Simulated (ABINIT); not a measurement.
# A GW chain in ABINIT: BiOCl (P4/nmm)

How does a plane-wave GW calculation on BiOCl (P4/nmm) run from the first input to the gap?

Method: PBEsol and many-body steps on it, plane waves, in ABINIT 10.8.3.

**Experimental background.**

- Gap 3.36 eV: optical gap from Kubelka-Munk/Tauc analysis; UV-vis diffuse reflectance; powder (solvothermal hierarchical microspheres made without additive) (“Hydrothermal Crystallization of Bismuth Oxychlorides (BiOCl) Using Different Shape Control Reagents”, 2021, pmc:8123882).

- Gap 3.44 eV: optical gap from Tauc plot; UV-vis diffuse reflectance; powder (hydrothermal powder) (“Synergistic Piezo-Photocatalysis of BiOCl/NaNbO3 Heterojunction Piezoelectric Composite for High-Efficient Organic Pollutant Degradation”, 2022, pmc:8839476).

## (1) Starting point

It takes space group P4/nmm (No. 129, tetragonal). The conventional cell has a = 3.886 Å, b = 3.886 Å, c = 7.349 Å, α = 90.00°, β = 90.00°, γ = 90.00°. Bi has 4 O at 2.31 Å and 4 Cl at 3.06 Å nearest. Cl has 4 Bi at 3.06 Å nearest. Nearest to O lie 4 Bi at 2.31 Å. Farther neighbours and most contacts between anions are not listed.

Structure file:

```cif
data_structure
_symmetry_space_group_name_H-M 'P4/nmm:1'
_symmetry_Int_Tables_number 129
_cell_length_a 3.8855
_cell_length_b 3.8855
_cell_length_c 7.3489
_cell_angle_alpha 90.000
_cell_angle_beta 90.000
_cell_angle_gamma 90.000
_cell_volume 110.95
loop_
_atom_site_label
_atom_site_type_symbol
_atom_site_symmetry_multiplicity
_atom_site_Wyckoff_symbol
_atom_site_fract_x
_atom_site_fract_y
_atom_site_fract_z
_atom_site_occupancy
Bi1 Bi 2 c 0.50000 0.00000 0.32904 1
Cl1 Cl 2 c 0.00000 0.50000 0.14720 1
O1 O 2 b 0.00000 0.00000 0.50000 1
```

The cell and positions come from the Crystallography Open Database and are kept as given unless a step says otherwise. Spin-orbit coupling is left out unless a step names it.

## (2) Ground state

This step: ABINIT 10.8.3; DFT, PBEsol, plane waves, norm-conserving pseudopotentials.

The ground-state density comes first.

run.abi

```
acell 3*1.0 Angstrom
rprim 
  3.885510000000 0.000000000000 0.000000000000
  0.000000000000 3.885510000000 0.000000000000
  0.000000000000 0.000000000000 7.348900000000
ntypat 3
znucl 83 17 8
natom 6
typat 1 1 2 2 3 3
xred 
  0.500000000000 0.000000000000 0.329040000000
  0.000000000000 0.500000000000 0.670960000000
  0.000000000000 0.500000000000 0.147200000000
  0.500000000000 0.000000000000 0.852800000000
  0.000000000000 0.000000000000 0.500000000000
  0.500000000000 0.500000000000 0.500000000000
pp_dirpath "pseudos"
pseudos "Bi.upf, Cl.upf, O.upf"
ecut 42
ngkpt 6 6 4
nshiftk 1
shiftk 0 0 0
kptopt 1
chksymbreak 0
nband 43
occopt 1
tolvrs 1e-10
nstep 60
prtwf 0
optforces 0
optstress 0
indata_prefix "in"
outdata_prefix "out"
tmpdata_prefix "tmp"
```

Launch:

```sh
$ OMP_NUM_THREADS=1 mpirun -n 8 abinit run.abi > log
```

Numbers of over 12 decimals in the logs are rounded to 6 here.

Log:

```text
.Version 10.8.3 of ABINIT. v10.8.2 released Aug 2026.

 Symmetries : space group P4/n m m (#129); Bravais tP (primitive tetrag.)
================================================================================
 Values of the parameters that define the memory need of the present run
     intxc =       0    ionmov =       0      iscf =       7    lmnmax =       6
     lnmax =       6     mgfft =      90  mpssoang =       3    mqgrid =    4052
     natom =       6  nloc_mem =       1    nspden =       1   nspinor =       1
    nsppol =       1      nsym =      16    n1xccc =    2501    ntypat =       3
    occopt =       1   xclevel =       2
-    mband =          43        mffmem =           1         mkmem =           4
       mpw =        9760          nfft =      182250          nkpt =          30
================================================================================
  Rough estimation (10% accuracy) of disk space for files :
================================================================================

--------------------------------------------------------------------------------
------------- Echo of variables that govern the present computation ------------
--------------------------------------------------------------------------------
 -outvars: echo values of preprocessed input variables --------
            acell      1.8897261259E+00  1.8897261259E+00  1.8897261259E+00 Bohr

      chksymbreak           0
             ecut      4.20000000E+01 Hartree
-          fftalg         312

              ixc     -116133
              kpt      0.00000000E+00  0.00000000E+00  0.00000000E+00
                       1.66666667E-01  0.00000000E+00  0.00000000E+00
                       3.33333333E-01  0.00000000E+00  0.00000000E+00
                       5.00000000E-01  0.00000000E+00  0.00000000E+00
                       1.66666667E-01  1.66666667E-01  0.00000000E+00
                       3.33333333E-01  1.66666667E-01  0.00000000E+00
                       5.00000000E-01  1.66666667E-01  0.00000000E+00
                       3.33333333E-01  3.33333333E-01  0.00000000E+00
                       5.00000000E-01  3.33333333E-01  0.00000000E+00
   [... 19 further rows ...]
                       5.00000000E-01  3.33333333E-01  5.00000000E-01
                       5.00000000E-01  5.00000000E-01  5.00000000E-01
         kptrlatt        6    0    0      0    6    0      0    0    4
          kptrlen      4.40552986E+01
P           mkmem           4
            natom           6
            nband          43
            ngfft          45      45      90
             nkpt          30
            nstep          60
             nsym          16
           ntypat           3
              occ      2.000000  2.000000  2.000000  2.000000  2.000000  2.000000
                       2.000000  2.000000  2.000000  2.000000  2.000000  2.000000
                       2.000000  2.000000  2.000000  2.000000  2.000000  2.000000
                       2.000000  2.000000  2.000000  2.000000  2.000000  2.000000
                       2.000000  2.000000  2.000000  2.000000  2.000000  2.000000
                       2.000000  2.000000  2.000000  2.000000  2.000000  2.000000
                       0.000000  0.000000  0.000000  0.000000  0.000000  0.000000
                       0.000000
        optforces           0
        optstress           0
            prtwf           0
            rprim      3.8855100000E+00  0.0000000000E+00  0.0000000000E+00
[...]
spgroup         129

           tolvrs      1.00000000E-10

             xred      5.0000000000E-01  0.0000000000E+00  3.2904000000E-01
[...]
znucl       83.00000   17.00000    8.00000

================================================================================

 chkinp: Checking input parameters for consistency.

================================================================================
== DATASET  1 ==================================================================
-   mpi_nproc: 8, omp_nthreads: 1 (-1 if OMP is not activated)

--- !DatasetInfo
iteration_state: {dtset: 1, }
dimensions: {natom: 6, nkpt: 30, mband: 43, nsppol: 1, nspinor: 1, nspden: 1, mpw: 9760, }
cutoff_energies: {ecut:  42.0, pawecutdg:  -1.0, }
electrons: {nelect:   7.20000000E+01, charge:   0.00000000E+00, occopt:   1.00000000E+00, tsmear:   1.00000000E-02, }

 Real(R)+Recip(G) space primitive vectors, cartesian coordinates (Bohr,Bohr^-1):
 R(1)=  7.3425498  0.0000000  0.0000000  G(1)=  0.1361925  0.0000000  0.0000000
 R(2)=  0.0000000  7.3425498  0.0000000  G(2)=  0.0000000  0.1361925  0.0000000
 R(3)=  0.0000000  0.0000000 13.8874083  G(3)=  0.0000000  0.0000000  0.0720077
 Unit cell volume ucvol=  7.4871236E+02 bohr^3
 Angles (23,13,12)=  9.00000000E+01  9.00000000E+01  9.00000000E+01 degrees

 getcut: wavevector=  0.0000  0.0000  0.0000  ngfft=  45  45  90
         ecut(hartree)=     42.000   => boxcut(ratio)=   2.05407

--- Pseudopotential description ------------------------------------------------
- Bi Generated using ONCVPSP code by D. R. Hamann
- 83.00000  23.00000  180301                  znucl, zion, pspdat
12 -116133 2 -1 1472                          pspcod,pspxc,lmax,lloc,mmax
     nproj     2     2     2
  pspatm : epsatm=   28.42398882
         --- l  ekb(1:nproj) -->
[...]
12 -116133 2 -1 1028                          pspcod,pspxc,lmax,lloc,mmax
     nproj     2     2     2
  pspatm : epsatm=    8.95520293
         --- l  ekb(1:nproj) -->
[...]
pspatm: atomic psp has been read  and splines computed

- O Generated using ONCVPSP code by D. R. Hamann
-  8.00000   6.00000  180301                  znucl, zion, pspdat
12 -116133 2 -1 936                           pspcod,pspxc,lmax,lloc,mmax
     nproj     2     2     1
  pspatm : epsatm=    6.20179097
         --- l  ekb(1:nproj) -->
[...]
2   -1.335834
 pspatm: atomic psp has been read  and splines computed

   6.27566151E+03                                ecore*ucvol(ha*bohr**3)
--------------------------------------------------------------------------------

_setup2: Arith. and geom. avg. npw (full set) are    9734.382    9734.376

================================================================================

--- !BeginCycle
iteration_state: {dtset: 1, }
solver: {iscf: 7, nstep: 60, nline: 4, wfoptalg: 0, }
tolerances: {tolvrs: 1.00E-10, }

     iter   Etot(hartree)      deltaE(h)  residm     vres2
 ETOT  1  -529.10409576701    -5.291E+02 2.405E-01 1.457E+03
 ETOT  2  -529.33989628826    -2.358E-01 8.738E-03 4.764E+03
 ETOT  3  -529.88887603612    -5.490E-01 2.567E-02 6.188E+02
 ETOT  4  -529.93271820591    -4.384E-02 1.511E-03 7.441E+01
 ETOT  5  -529.93683891473    -4.121E-03 1.557E-03 6.947E+00
 ETOT  6  -529.93733184309    -4.929E-04 4.108E-04 4.384E-01
 ETOT  7  -529.93734920799    -1.736E-05 3.962E-04 2.287E-02
 ETOT  8  -529.93735004730    -8.393E-07 2.209E-04 6.622E-04
 ETOT  9  -529.93735006181    -1.451E-08 1.946E-04 1.695E-04
 ETOT 10  -529.93735006831    -6.500E-09 9.091E-05 5.658E-06
 ETOT 11  -529.93735006856    -2.506E-10 9.037E-05 5.586E-08
 ETOT 12  -529.93735006850     5.161E-11 6.387E-05 1.271E-08
 ETOT 13  -529.93735006855    -4.923E-11 5.190E-05 3.699E-10
 ETOT 14  -529.93735006856    -1.137E-11 4.267E-05 1.377E-10
 ETOT 15  -529.93735006858    -1.023E-11 3.332E-05 1.131E-13

 At SCF step   15       vres2   =  1.13E-13 < tolvrs=  1.00E-10 =>converged.

--- !ResultsGS
iteration_state: {dtset: 1, }
comment   : Summary of ground state results
lattice_vectors:
- [  7.3425498,   0.0000000,   0.0000000, ]
- [  0.0000000,   7.3425498,   0.0000000, ]
- [  0.0000000,   0.0000000,  13.8874083, ]
lattice_lengths: [   7.34255,    7.34255,   13.88741, ]
lattice_angles: [ 90.000,  90.000,  90.000, ] # degrees, (23, 13, 12)
lattice_volume:   7.4871236E+02
convergence: {deltae: -1.023E-11, res2:  1.131E-13, residm:  3.332E-05, diffor:  0.000E+00, }
etotal    :  -5.29937350E+02
entropy   :   0.00000000E+00
fermie    :   2.11580993E-01
cartesian_stress_tensor: null
pressure_GPa: null
xred      :
- [  5.0000E-01,   0.0000E+00,   3.2904E-01, Bi]
- [  0.0000E+00,   5.0000E-01,   6.7096E-01, Bi]
- [  0.0000E+00,   5.0000E-01,   1.4720E-01, Cl]
- [  5.0000E-01,   0.0000E+00,   8.5280E-01, Cl]
- [  0.0000E+00,   0.0000E+00,   5.0000E-01,  O]
- [  5.0000E-01,   5.0000E-01,   5.0000E-01,  O]
cartesian_forces: null
force_length_stats: {min: null, max: null, mean: null, }

 Integrated electronic density in atomic spheres:
 ------------------------------------------------
 Atom  Sphere_radius  Integrated_density
[...]
================================================================================

 ----iterations are completed or convergence reached----

 Mean square residual over all n,k,spin=   67.506E-09; max=  33.321E-06
 reduced coordinates (array xred) for    6 atoms
[...]
0.000000000000      0.500000000000      0.147200000000
       0.500000000000      0.000000000000      0.852800000000
       0.000000000000      0.000000000000      0.500000000000
       0.500000000000      0.500000000000      0.500000000000
 rms dE/dt=  0.0000E+00; max dE/dt=  0.0000E+00; dE/dt below (all hartree)
    1       0.000000000000      0.000000000000      0.000000000000
    2       0.000000000000      0.000000000000      0.000000000000
    3       0.000000000000      0.000000000000      0.000000000000
    4       0.000000000000      0.000000000000      0.000000000000
    5       0.000000000000      0.000000000000      0.000000000000
    6       0.000000000000      0.000000000000      0.000000000000

 cartesian coordinates (angstrom) at end:
    1      1.942755     0.000000     2.418082
    2      0.000000     1.942755     4.930818
    3      0.000000     1.942755     1.081758
    4      1.942755     0.000000     6.267142
    5      0.000000     0.000000     3.674450
    6      1.942755     1.942755     3.674450
 length scales=  1.889726125908  1.889726125908  1.889726125908 bohr
              =  1.000000000000  1.000000000000  1.000000000000 angstroms
 prteigrs : about to open file out_EIG
 Fermi (or HOMO) energy (hartree) =   0.21158   Average Vxc (hartree)=  -0.39977
 Eigenvalues (hartree) for nkpt=  30  k points:
 kpt#   1, nband= 43, wtk=  0.00694, kpt=  0.0000  0.0000  0.0000 (reduced coord)
  -5.38338   -5.38338   -3.10616   -3.10615   -3.10592   -3.10592   -3.10592   -3.10592
  -0.59025   -0.58254   -0.58254   -0.58252   -0.58199   -0.58070   -0.58026   -0.57982
  -0.57982   -0.57922   -0.46186   -0.36407   -0.29068   -0.27878   -0.12959   -0.03487
   0.04612    0.04612    0.13971    0.15180    0.15699    0.15699    0.15970    0.15970
   0.17418    0.17418    0.17700    0.18475    0.32528    0.35108    0.40798    0.40798
   0.47490    0.47859    0.47859
 prteigrs : prtvol=0 or 1, do not print more k-points.

--- !EnergyTerms
iteration_state     : {dtset: 1, }
comment             : Components of total free energy in Hartree
kinetic             :  1.63335964321280E+02
hartree             :  1.78989450240099E+02
xc                  : -8.80361484783395E+01
Ewald energy        : -2.68177961849727E+02
psp_core            :  8.38193925882118E+00
local_psp           : -5.49955097507859E+02
non_local_psp       :  2.55245039471496E+01
total_energy        : -5.29937350068575E+02
total_energy_eV     : -1.44203299188876E+04
band_energy         : -7.02995556744629E+01

== END DATASET(S) ==============================================================
================================================================================

 -outvars: echo values of variables after computation  --------
           etotal     -5.2993735007E+02
            nband          43
             nkpt          30
          spgroup         129
 [... the other variables as echoed above ...]

 Calculation completed.
```

Run time: 79 s. Hardware: 8 MPI ranks of Intel Xeon 6975P-C (Granite Rapids), shared host; peak memory 1.1 GiB; 10 min of CPU time.

This step gave:

- total energy: -14420.3299 eV
- gap: 2.591 eV
- k of the valence top: 0.3333, 0, 0.5
- k of the conduction bottom: 0, 0, 0.5
- least direct gap: 2.929 eV

The gap is indirect, with the least direct gap 0.34 eV higher.

(Part 1 of 3 ends here.)

[Paths, hosts, dates, memory and timing lines, banners, echoed tables and standing remarks are left out of the program output.]

[Logs are printed without paths, hosts, clocks, repeated set-up lines and the standing remarks that a program may print on its own settings, such as how far it seeks lower states.]

[Runs of the session that timed out or met a known fault of the program may be left out.]

[Hosts, paths, dates, database ids (printed as entryN), source tags and the programs' standing remarks are cut or masked in the printed files.]

[G0W0 gaps are taken among the corrected bands and points alone; a level outside them can change the order at an edge.]

[Where Ansatz stands beside ABINIT at settings called matched, ABINIT's density can come from a denser mesh and the files from another edition; pairs whose starting gaps differed by over 0.03 eV were left out, so agreement reads better than it is.]
